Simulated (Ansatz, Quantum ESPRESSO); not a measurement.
# 1T-SiSSe, 1 layer: response to a perpendicular field, part 3 of 7

Aim: how 1T-SiSSe, 1 layer screens a field along its normal, and what the field does to its bands.

Quantum ESPRESSO 7.5; plane-wave DFT, vdW-DF-cx, GBRV ultrasoft pseudopotentials made under PBE; geometry and cross-check by Ansatz 0.2.0 with PAW datasets.

So far. Step 3 (Self-consistent run: no field): The run needed 11 iterations to bring the estimated error under 1e-09 Ry; the largest force on any atom, held or free, is 0.05 eV/Å. Step 4 (Potential by pp.x): The vacuum is flat to 0.1 meV/Å, so its level is well defined. Inside the slab the curve depends on the local part of the pseudopotentials; only the vacuum level has a meaning of its own.

### Step 5. Bands along a path: no field

The density is frozen and the levels are solved along a path.

Input file f0.bands.in:

```
&control
  prefix = 'f0.bands'
  outdir = './out'
  pseudo_dir = './pseudo'
  calculation = 'bands'
  tefield = .true.
  dipfield = .true.
/
&system
  ibrav = 0
  nat = 3
  ntyp = 3
  ecutwfc = 40
  ecutrho = 200
  input_dft = 'vdw-df-cx'
  occupations = 'smearing'
  smearing = 'fd'
  degauss = 0.004
  edir = 3
  emaxpos = 0.97
  eopreg = 0.04
  eamp = 0.0
  nbnd = 14
/
&electrons
  conv_thr = 1e-07
  mixing_beta = 0.4
  electron_maxstep = 120
  mixing_mode = 'local-TF'
/
ATOMIC_SPECIES
  Se  78.9710  se_pbe_v1.uspp.F.UPF
  Si  28.0850  si_pbe_v1.uspp.F.UPF
  S   32.0600  s_pbe_v1.4.uspp.F.UPF
CELL_PARAMETERS angstrom
  3.40598884481238 0.00000000000000 0.00000000000000
  -1.70299442240619 2.94967286461394 -0.00000000000000
  0.00000000000000 -0.00000000000000 18.92364339760000
ATOMIC_POSITIONS crystal
  Se  0.666666666667 0.333333333333 0.426942135683
  Si  0.000000000000 -0.000000000000 0.503882251170
  S   0.333333333333 0.666666666667 0.572737004946
K_POINTS crystal_b
4
  0.0000000000 0.0000000000 0.0000000000 14
  0.5000000000 0.0000000000 0.0000000000 14
  0.3333333333 0.3333333333 0.0000000000 14
  0.0000000000 0.0000000000 0.0000000000 1
```

Command:

```console
$ cp -r out/f0.save out/f0.bands.save
$ cp out/f0.xml out/f0.bands.xml
$ OMP_NUM_THREADS=1 mpirun -n 4 pw.x -nk 4 -in f0.bands.in > f0.bands.out
```

The log of the run:

```text
[banner, memory and clock lines left out]
Program PWSCF v.7.5 starts

          URL

     Presently no symmetry can be used with electric field

     IMPORTANT: XC functional enforced from input :
     Exchange-correlation= VDW-DF-CX
                           (   1   4  27   0   1   0   0)
     Any further DFT definition will be discarded
     Please, verify this is what you really want

     Atomic positions and unit cell read from directory:
     ./out/f0.bands.save/

     G-vector sticks info

     bravais-lattice index     =            0
     lattice parameter (alat)  =       6.4364  a.u.
     unit-cell volume          =    1282.9757 (a.u.)^3
     number of atoms/cell      =            3
     number of atomic types    =            3
     number of electrons       =        16.00
     number of Kohn-Sham states=           14
     kinetic-energy cutoff     =      40.0000  Ry
     charge density cutoff     =     200.0000  Ry
     Exchange-correlation= VDW-DF-CX
                           (   1   4  27   0   1   0   0)

     celldm(1)=   6.436386  celldm(2)=   0.000000  celldm(3)=   0.000000
     celldm(4)=   0.000000  celldm(5)=   0.000000  celldm(6)=   0.000000

     crystal axes: (cart. coord. in units of alat)
               a(1) = (   1.000000   0.000000   0.000000 )
               a(2) = (  -0.500000   0.866025  -0.000000 )
               a(3) = (   0.000000  -0.000000   5.555991 )

     reciprocal axes: (cart. coord. in units 2 pi/alat)
               b(1) = (  1.000000  0.577350  0.000000 )
               b(2) = ( -0.000000  1.154701  0.000000 )
               b(3) = ( -0.000000  0.000000  0.179986 )

     PseudoPot. # 1 for Se read from file:
     ./pseudo/se_pbe_v1.uspp.F.UPF
     Pseudo is Ultrasoft + core correction, Zval =  6.0
     Generated by new atomic code, or converted to UPF format
     Using radial grid of  877 points,  6 beta functions with:
                l(1) =   0
                l(2) =   0
                l(3) =   1
                l(4) =   1
                l(5) =   2
                l(6) =   2
     Q(r) pseudized with  8 coefficients,  rinner =    1.300   1.300   1.300
                                                       1.300   1.300

     PseudoPot. # 2 for Si read from file:
     ./pseudo/si_pbe_v1.uspp.F.UPF
     Pseudo is Ultrasoft + core correction, Zval =  4.0
     Generated by new atomic code, or converted to UPF format
     Using radial grid of  899 points,  6 beta functions with:
                l(1) =   0
                l(2) =   0
                l(3) =   1
                l(4) =   1
                l(5) =   2
                l(6) =   2
     Q(r) pseudized with  8 coefficients,  rinner =    0.900   0.900   0.900
                                                       0.900   0.900

     PseudoPot. # 3 for S  read from file:
     ./pseudo/s_pbe_v1.4.uspp.F.UPF
     Pseudo is Ultrasoft + core correction, Zval =  6.0
     Generated by new atomic code, or converted to UPF format
     Using radial grid of  907 points,  6 beta functions with:
                l(1) =   0
                l(2) =   0
                l(3) =   1
                l(4) =   1
                l(5) =   2
                l(6) =   2
     Q(r) pseudized with  8 coefficients,  rinner =    1.300   1.300   1.300
                                                       1.300   1.300

     atomic species   valence    mass     pseudopotential
     Se                6.00    78.97100     Se( 1.00)
     Si                4.00    28.08500     Si( 1.00)
     S                 6.00    32.06000     S ( 1.00)

     No symmetry found

   Cartesian axes

     site n.     atom                  positions (alat units)
         1        Se     tau(   1) = (   0.5000000   0.2886751   2.3720867  )
         2        Si     tau(   2) = (   0.0000000   0.0000000   2.7995653  )
         3        S      tau(   3) = (  -0.0000000   0.5773503   3.1821216  )

     number of k points=    43  Fermi-Dirac smearing, width (Ry)=  0.0040
                       cart. coord. in units 2pi/alat
        k(    1) = (   0.0000000   0.0000000   0.0000000), wk =   0.0465116
        k(    2) = (   0.0357143   0.0206197   0.0000000), wk =   0.0465116
        k(    3) = (   0.0714286   0.0412393   0.0000000), wk =   0.0465116
        k(    4) = (   0.1071429   0.0618590   0.0000000), wk =   0.0465116
        k(    5) = (   0.1428571   0.0824786   0.0000000), wk =   0.0465116
        k(    6) = (   0.1785714   0.1030983   0.0000000), wk =   0.0465116
        k(    7) = (   0.2142857   0.1237179   0.0000000), wk =   0.0465116
        k(    8) = (   0.2500000   0.1443376   0.0000000), wk =   0.0465116
        k(    9) = (   0.2857143   0.1649572   0.0000000), wk =   0.0465116
        k(   10) = (   0.3214286   0.1855769   0.0000000), wk =   0.0465116
        k(   11) = (   0.3571429   0.2061965   0.0000000), wk =   0.0465116
        k(   12) = (   0.3928571   0.2268162   0.0000000), wk =   0.0465116
        k(   13) = (   0.4285714   0.2474358   0.0000000), wk =   0.0465116
        k(   14) = (   0.4642857   0.2680555   0.0000000), wk =   0.0465116
        k(   15) = (   0.5000000   0.2886751   0.0000000), wk =   0.0465116
        k(   16) = (   0.4880952   0.3092948   0.0000000), wk =   0.0465116
        k(   17) = (   0.4761905   0.3299144   0.0000000), wk =   0.0465116
        k(   18) = (   0.4642857   0.3505341   0.0000000), wk =   0.0465116
        k(   19) = (   0.4523810   0.3711537   0.0000000), wk =   0.0465116
        k(   20) = (   0.4404762   0.3917734   0.0000000), wk =   0.0465116
        k(   21) = (   0.4285714   0.4123930   0.0000000), wk =   0.0465116
        k(   22) = (   0.4166667   0.4330127   0.0000000), wk =   0.0465116
        k(   23) = (   0.4047619   0.4536324   0.0000000), wk =   0.0465116
        k(   24) = (   0.3928571   0.4742520   0.0000000), wk =   0.0465116
        k(   25) = (   0.3809524   0.4948717   0.0000000), wk =   0.0465116
        k(   26) = (   0.3690476   0.5154913   0.0000000), wk =   0.0465116
        k(   27) = (   0.3571429   0.5361110   0.0000000), wk =   0.0465116
        k(   28) = (   0.3452381   0.5567306   0.0000000), wk =   0.0465116
        k(   29) = (   0.3333333   0.5773503   0.0000000), wk =   0.0465116
        k(   30) = (   0.3095238   0.5361110   0.0000000), wk =   0.0465116
        k(   31) = (   0.2857143   0.4948717   0.0000000), wk =   0.0465116
        k(   32) = (   0.2619048   0.4536324   0.0000000), wk =   0.0465116
        k(   33) = (   0.2380952   0.4123930   0.0000000), wk =   0.0465116
        k(   34) = (   0.2142857   0.3711537   0.0000000), wk =   0.0465116
        k(   35) = (   0.1904762   0.3299144   0.0000000), wk =   0.0465116
[...]
1.0180   2.0107   2.6355   2.7220   3.0600   3.1951

          k = 0.1429 0.0825 0.0000 (  5515 PWs)   bands (ev):

   -17.0824 -14.9295  -7.9289  -5.0246  -3.9281  -3.5245  -3.4480  -2.1376
     0.9510   2.1122   2.9265   2.9372   3.1902   3.5507

          k = 0.1786 0.1031 0.0000 (  5521 PWs)   bands (ev):

   -16.9285 -14.8320  -7.9409  -5.6082  -4.1564  -3.9672  -3.4279  -2.1948
     0.6892   2.3073   3.1551   3.1839   3.3413   3.8805

          k = 0.2143 0.1237 0.0000 (  5519 PWs)   bands (ev):

   -16.7435 -14.7211  -8.0236  -6.1247  -4.4105  -4.3788  -3.3755  -2.2774
     0.3594   2.4719   3.3012   3.4346   3.4991   4.1560

          k = 0.2500 0.1443 0.0000 (  5501 PWs)   bands (ev):

   -16.5296 -14.6031  -8.2250  -6.5277  -4.7907  -4.5871  -3.3266  -2.3751
     0.0165   2.5530   3.3519   3.6489   3.6607   4.3737

          k = 0.2857 0.1650 0.0000 (  5485 PWs)   bands (ev):

   -16.2901 -14.4867  -8.5521  -6.8236  -5.0692  -4.7754  -3.2887  -2.4780
    -0.3160   2.5536   3.2627   3.8412   3.8679   4.5464

          k = 0.3214 0.1856 0.0000 (  5485 PWs)   bands (ev):

   -16.0295 -14.3833  -8.9476  -7.0752  -5.2186  -4.9398  -3.2687  -2.5775
    -0.6243   2.5119   3.1039   3.9685   4.1347   4.6673

          k = 0.3571 0.2062 0.0000 (  5465 PWs)   bands (ev):

   -15.7545 -14.3072  -9.3425  -7.3241  -5.2460  -5.0774  -3.2719  -2.6668
    -0.8973   2.4571   2.9570   4.0484   4.2794   4.7941

          k = 0.3929 0.2268 0.0000 (  5462 PWs)   bands (ev):

   -15.4751 -14.2738  -9.6877  -7.5622  -5.1903  -5.1862  -3.2993  -2.7409
    -1.1239   2.3971   2.8716   4.0931   4.1549   5.1394

          k = 0.4286 0.2474 0.0000 (  5478 PWs)   bands (ev):

   -15.2073 -14.2939  -9.9517  -7.7608  -5.2648  -5.0998  -3.3438  -2.7962
    -1.2934   2.3362   2.8622   3.9490   4.1152   5.5958

          k = 0.4643 0.2681 0.0000 (  5460 PWs)   bands (ev):

   -14.9825 -14.3600 -10.1156  -7.8925  -5.3123  -5.0200  -3.3871  -2.8303
    -1.3979   2.2901   2.9002   3.7718   4.1245   6.1087

          k = 0.5000 0.2887 0.0000 (  5442 PWs)   bands (ev):

   -14.8792 -14.4086 -10.1709  -7.9386  -5.3282  -4.9881  -3.4054  -2.8418
    -1.4331   2.2732   2.9262   3.6985   4.1270   6.6304

          k = 0.4881 0.3093 0.0000 (  5460 PWs)   bands (ev):

   -14.8755 -14.4057 -10.1712  -7.9329  -5.3716  -4.9920  -3.3969  -2.8735
    -1.3875   2.3110   2.9425   3.7045   4.1065   6.6387

          k = 0.4762 0.3299 0.0000 (  5442 PWs)   bands (ev):

   -14.8643 -14.3972 -10.1720  -7.9159  -5.4921  -5.0054  -3.3750  -2.9615
    -1.2586   2.4174   2.9930   3.7227   4.0501   6.6630

          k = 0.4643 0.3505 0.0000 (  5452 PWs)   bands (ev):

   -14.8459 -14.3833 -10.1741  -7.8875  -5.6680  -5.0328  -3.3468  -3.0887
    -1.0665   2.5718   3.0826   3.7536   3.9726   6.7015

          k = 0.4524 0.3712 0.0000 (  5460 PWs)   bands (ev):

   -14.8205 -14.3648 -10.1784  -7.8480  -5.8764  -5.0795  -3.3185  -3.2341
    -0.8354   2.7459   3.2117   3.7894   3.9100   6.7519

          k = 0.4405 0.3918 0.0000 (  5444 PWs)   bands (ev):

   -14.7885 -14.3425 -10.1861  -7.7976  -6.0975  -5.1521  -3.3787  -3.2915
    -0.5899   2.9169   3.3526   3.7875   3.9561   6.8109

          k = 0.4286 0.4124 0.0000 (  5456 PWs)   bands (ev):

   -14.7502 -14.3177 -10.1984  -7.7366  -6.3157  -5.2568  -3.5021  -3.2701
    -0.3535   3.0718   3.4517   3.8028   4.1226   6.8706

          k = 0.4167 0.4330 0.0000 (  5460 PWs)   bands (ev):

   -14.7063 -14.2918 -10.2168  -7.6656  -6.5191  -5.3962  -3.5939  -3.2538
    -0.1463   3.1816   3.5407   3.8698   4.3675   6.9130

          k = 0.4048 0.4536 0.0000 (  5454 PWs)   bands (ev):

   -14.6576 -14.2670 -10.2419  -7.5856  -6.6981  -5.5670  -3.6498  -3.2439
     0.0170   3.2283   3.6790   3.9843   4.6374   6.8987

          k = 0.3929 0.4743 0.0000 (  5472 PWs)   bands (ev):

   -14.6050 -14.2456 -10.2734  -7.4984  -6.8450  -5.7610  -3.6724  -3.2418
     0.1302   3.2564   3.8025   4.1806   4.8854   6.8355

          k = 0.3810 0.4949 0.0000 (  5472 PWs)   bands (ev):

   -14.5497 -14.2302 -10.3098  -7.4082  -6.9528  -5.9673  -3.6676  -3.2488
     0.1966   3.2984   3.8724   4.4378   5.0951   6.8111

          k = 0.3690 0.5155 0.0000 (  5454 PWs)   bands (ev):

   -14.4931 -14.2238 -10.3476  -7.3252  -7.0116  -6.1743  -3.6423  -3.2660
     0.2267   3.3627   3.8999   4.6523   5.3231   6.8347

          k = 0.3571 0.5361 0.0000 (  5472 PWs)   bands (ev):

   -14.4375 -14.2289 -10.3820  -7.2689  -7.0078  -6.3690  -3.6042  -3.2929
     0.2339   3.4471   3.8859   4.7467   5.6478   6.7624

          k = 0.3452 0.5567 0.0000 (  5474 PWs)   bands (ev):

   -14.3878 -14.2452 -10.4070  -7.2444  -6.9536  -6.5295  -3.5635  -3.3242
     0.2311   3.5432   3.8311   4.7665   6.0284   6.5824

          k = 0.3333 0.5774 0.0000 (  5466 PWs)   bands (ev):

   -14.3618 -14.2593 -10.4166  -7.2364  -6.9177  -6.6007  -3.5423  -3.3417
     0.2285   3.6077   3.7784   4.7681   6.2864   6.4341

          k = 0.3095 0.5361 0.0000 (  5468 PWs)   bands (ev):

   -14.4701 -14.2038 -10.3699  -7.3088  -6.9328  -6.4054  -3.6352  -3.2648
     0.2480   3.3856   3.9780   4.7593   5.9101   6.2710

          k = 0.2857 0.4949 0.0000 (  5452 PWs)   bands (ev):

   -14.6931 -14.1440 -10.2188  -7.4573  -6.8020  -6.0740  -3.8103  -3.1319
     0.3133   3.0905   4.2477   4.7014   5.4726   5.9128

          k = 0.2619 0.4536 0.0000 (  5454 PWs)   bands (ev):

   -14.9798 -14.1234  -9.9659  -7.5261  -6.6100  -5.7023  -3.9792  -3.0098
     0.4138   2.8513   4.4043   4.6395   5.0452   5.6518

          k = 0.2381 0.4124 0.0000 (  5451 PWs)   bands (ev):

   -15.3017 -14.1505  -9.6295  -7.4706  -6.4214  -5.3115  -4.0817  -2.9215
     0.5263   2.7011   4.2547   4.6316   4.7193   5.4364

          k = 0.2143 0.3712 0.0000 (  5469 PWs)   bands (ev):

   -15.6349 -14.2235  -9.2363  -7.2850  -6.2760  -4.9189  -4.0631  -2.8771
     0.6285   2.6442   3.9716   4.4171   4.5135   5.1484

          k = 0.1905 0.3299 0.0000 (  5485 PWs)   bands (ev):

   -15.9612 -14.3331  -8.8211  -6.9793  -6.1745  -4.5408  -3.9036  -2.8727
     0.7106   2.6569   3.6617   4.1015   4.3438   4.9186

          k = 0.1667 0.2887 0.0000 (  5497 PWs)   bands (ev):

   -16.2677 -14.4658  -8.4339  -6.5787  -6.0518  -4.1856  -3.6507  -2.8843
     0.7794   2.6840   3.3632   3.7903   4.2075   4.5851

          k = 0.1429 0.2474 0.0000 (  5505 PWs)   bands (ev):

   -16.5453 -14.6075  -8.1387  -6.1336  -5.7862  -3.8578  -3.4156  -2.8484
     0.8535   2.6624   3.0625   3.5668   4.0546   4.2544

          k = 0.1190 0.2062 0.0000 (  5531 PWs)   bands (ev):

   -16.7878 -14.7458  -7.9769  -5.6756  -5.3091  -3.5853  -3.2979  -2.6855
     0.9491   2.5771   2.7592   3.3989   3.7880   4.0067

          k = 0.0952 0.1650 0.0000 (  5523 PWs)   bands (ev):

   -16.9909 -14.8707  -7.9269  -5.1511  -4.7238  -3.4740  -3.1547  -2.4630
     1.0557   2.4305   2.5023   3.2365   3.4384   3.7183

          k = 0.0714 0.1237 0.0000 (  5519 PWs)   bands (ev):

   -17.1514 -14.9747  -7.9363  -4.5709  -4.1418  -3.4964  -2.9154  -2.2786
     1.0891   2.2309   2.3589   3.0090   3.1419   3.3282

          k = 0.0476 0.0825 0.0000 (  5525 PWs)   bands (ev):

   -17.2674 -15.0524  -7.9643  -4.0001  -3.6822  -3.5257  -2.6225  -2.1706
     0.9120   2.1479   2.2404   2.6748   2.9264   3.0420

          k = 0.0238 0.0412 0.0000 (  5527 PWs)   bands (ev):

   -17.3375 -15.1004  -7.9883  -3.6227  -3.4920  -3.3919  -2.3063  -2.1440
     0.6193   1.8948   2.3392   2.4741   2.7124   2.9563

          k = 0.0000 0.0000 0.0000 (  5519 PWs)   bands (ev):

   -17.3609 -15.1166  -7.9974  -3.6095  -3.3173  -3.3173  -2.1538  -2.1538
     0.4766   1.7483   2.4246   2.4246   2.6199   2.9294

     XML data file, pseudopotentials, collected wavefunctions

                                        0.00s GPU  (     715 calls)

Note: The following floating-point exceptions are signalling: IEEE_UNDERFLOW_FLAG
Note: The following floating-point exceptions are signalling: IEEE_UNDERFLOW_FLAG
Note: The following floating-point exceptions are signalling: IEEE_UNDERFLOW_FLAG
Note: The following floating-point exceptions are signalling: IEEE_UNDERFLOW_FLAG
[key lines of the parts left out:]
Dipole field         -0.0003 Ry au,
```

The job ended after 28 s (4 MPI ranks of Arm Neoverse V2, shared host; peak memory 0.33 GiB; 1.9 min of CPU time).

This step gave:

* valence top, on the run's zero: -2.113 eV
* gap by band count: 0.6796 eV

Band numbers count within the set of bands kept for display. The electronic bands at the labelled points (eV, zero at the highest filled level of the SCF mesh; v1 is the highest filled band, c1 the lowest empty one):

```csv
point,v4,v3,v2,v1,c1,c2,c3,c4
Γ,-1.20,-1.20,-0.04,-0.04,2.59,3.86,4.54,4.54
halfway,-2.68,-2.47,-1.21,-0.26,2.13,4.67,5.47,5.76
M,-3.21,-2.87,-1.29,-0.73,0.68,4.39,5.04,5.81
halfway,-4.40,-3.28,-1.48,-1.14,1.97,5.30,5.65,5.98
K,-4.80,-4.49,-1.43,-1.23,2.34,5.72,5.89,6.88
halfway,-3.94,-2.07,-1.54,-0.77,2.89,4.80,5.48,5.90
Γ,-1.20,-1.20,-0.04,-0.04,2.59,3.86,4.54,4.54
```

Along this path the valence top lies between Γ and M and the conduction bottom at M.

### Step 6. SCF with pw.x: field 0.1 V/Å

eamp is the field in Hartree atomic units (1 a.u. = 51.42 V/Å). With dipfield on, it is the field in the vacuum beside an isolated sheet. The run starts from the density of the one before.

Input file f1.in:

```
&control
  prefix = 'f1'
  outdir = './out'
  pseudo_dir = './pseudo'
  calculation = 'scf'
  tprnfor = .true.
  tefield = .true.
  dipfield = .true.
/
&system
  ibrav = 0
  nat = 3
  ntyp = 3
  ecutwfc = 40
  ecutrho = 200
  input_dft = 'vdw-df-cx'
  occupations = 'smearing'
  smearing = 'fd'
  degauss = 0.004
  edir = 3
  emaxpos = 0.97
  eopreg = 0.04
  eamp = 0.00194469
/
&electrons
  conv_thr = 1e-09
  mixing_beta = 0.4
  electron_maxstep = 120
  mixing_mode = 'plain'
  startingpot = 'file'
/
ATOMIC_SPECIES
  Se  78.9710  se_pbe_v1.uspp.F.UPF
  Si  28.0850  si_pbe_v1.uspp.F.UPF
  S   32.0600  s_pbe_v1.4.uspp.F.UPF
CELL_PARAMETERS angstrom
  3.40598884481238 0.00000000000000 0.00000000000000
  -1.70299442240619 2.94967286461394 -0.00000000000000
  0.00000000000000 -0.00000000000000 18.92364339760000
ATOMIC_POSITIONS crystal
  Se  0.666666666667 0.333333333333 0.426942135683
  Si  0.000000000000 -0.000000000000 0.503882251170
  S   0.333333333333 0.666666666667 0.572737004946
K_POINTS automatic
  12 12 1 0 0 0
```

Command:

```console
$ cp -r out/f0.save out/f1.save
$ OMP_NUM_THREADS=1 mpirun -n 4 pw.x -nk 4 -in f1.in > f1.out
```

The log of the run:

```text
[banner, memory and clock lines left out]
Program PWSCF v.7.5 starts
[...]
number of electrons       =        16.00
     number of Kohn-Sham states=           12
     kinetic-energy cutoff     =      40.0000  Ry
     charge density cutoff     =     200.0000  Ry
[...]
number of k points=    74  Fermi-Dirac smearing, width (Ry)=  0.0040
[...]
Dense  grid:    61343 G-vectors     FFT dimensions: (  30,  30, 162)
[...]
The initial density is read from file :
[...]
negative rho (up, down):  4.349E-04 0.000E+00
[...]
Starting wfcs are   12 randomized atomic wfcs
[...]
negative rho (up, down):  4.339E-04 0.000E+00
[...]
estimated scf accuracy    <       0.00497801 Ry
[...]
negative rho (up, down):  4.342E-04 0.000E+00
[...]
estimated scf accuracy    <       0.02546051 Ry
[...]
negative rho (up, down):  4.335E-04 0.000E+00
[...]
estimated scf accuracy    <       0.00002956 Ry
[...]
negative rho (up, down):  4.337E-04 0.000E+00
[...]
estimated scf accuracy    <       0.00002889 Ry
[...]
negative rho (up, down):  4.338E-04 0.000E+00
[...]
estimated scf accuracy    <       0.00000391 Ry
[...]
negative rho (up, down):  4.342E-04 0.000E+00
[...]
estimated scf accuracy    <       0.00000011 Ry
[...]
negative rho (up, down):  4.341E-04 0.000E+00
[...]
estimated scf accuracy    <       0.00000015 Ry
[...]
negative rho (up, down):  4.341E-04 0.000E+00
[...]
estimated scf accuracy    <          5.6E-09 Ry
[...]
negative rho (up, down):  4.341E-04 0.000E+00
[...]
estimated scf accuracy    <          2.0E-09 Ry
[...]
negative rho (up, down):  4.341E-04 0.000E+00
[...]
Computed dipole along edir(3) :
        Dipole                0.0183 Ry au,          0.0465 Debye
        Dipole field          0.0002 Ry au,
        E field amplitude [Ha a.u.]:  1.9447E-03
        Potential amp.        0.1212 Ry
        Total length         34.3301 bohr
[...]
the Fermi energy is    -1.7393 ev
!    total energy              =     -77.12749576 Ry
     estimated scf accuracy    <          1.4E-10 Ry
     smearing contrib. (-TS)   =      -0.00000830 Ry
     internal energy E=F+TS    =     -77.12748746 Ry
[...]
one-electron contribution =    -297.53243105 Ry
     hartree contribution      =     152.10080081 Ry
     xc contribution           =     -42.28245567 Ry
     ewald contribution        =     110.58666629 Ry
     electric field correction =      -0.00006784 Ry
     convergence has been achieved in  10 iterations
     negative rho (up, down):  4.341E-04 0.000E+00
[...]
Total force =     0.002151     Total SCF correction =     0.000038
[...]
```

Elapsed: 42 s, on 4 MPI ranks; peak memory 0.79 GiB.

This step gave:

- free energy: -1049.3730 eV
- energy at zero smearing: -1049.3730 eV
- Fermi energy: -1.739 eV
- dipole along the normal: 0.009681 e·Å
- valence top, on the run's zero: -2.111 eV
- conduction bottom, on the run's zero: -1.425 eV
- gap by band count: 0.6866 eV

The dipole goes from -0.0173 to 0.0097 e Å, 0.2698 e Å per V/Å.

### Step 7. Electrostatic potential

Input file f1.pot.in:

```
&inputpp
  prefix = 'f1'
  outdir = './out'
  filplot = 'f1.pot.dat'
  plot_num = 11
/
```

Command:

```console
$ OMP_NUM_THREADS=1 mpirun -n 4 pp.x -in f1.pot.in > f1.pot.out
```

Run time: 14 s. Hardware: 4 MPI ranks; peak memory 0.22 GiB; 57 s of CPU time.

Read from the output:

| Property | Result |
| --- | --- |
| slope of the potential above | 0.1000 eV/Å |
| upper vacuum line continued to the top atoms, over the valence top | 6.019 eV |
| slope of the potential below | 0.09996 eV/Å |
| lower vacuum line continued to the bottom atoms, over the valence top | 5.917 eV |

The slope in the vacuum is 0.100 eV/Å for an applied 0.10 V/Å, as it should be.

(Continued in part 4 of 7.)

[Logs are printed without paths, hosts, clocks, repeated set-up lines and the standing remarks that a program may print on its own settings, such as how far it seeks lower states.]

[Hosts, paths, dates, database ids (printed as entryN), source tags and the programs' standing remarks are cut or masked in the printed files.]

[Maps of the electrostatic potential energy from Ansatz leave out the sawtooth potential of an applied field or a dipole correction, so their vacuum need not be flat; planar profiles and work functions include it.]
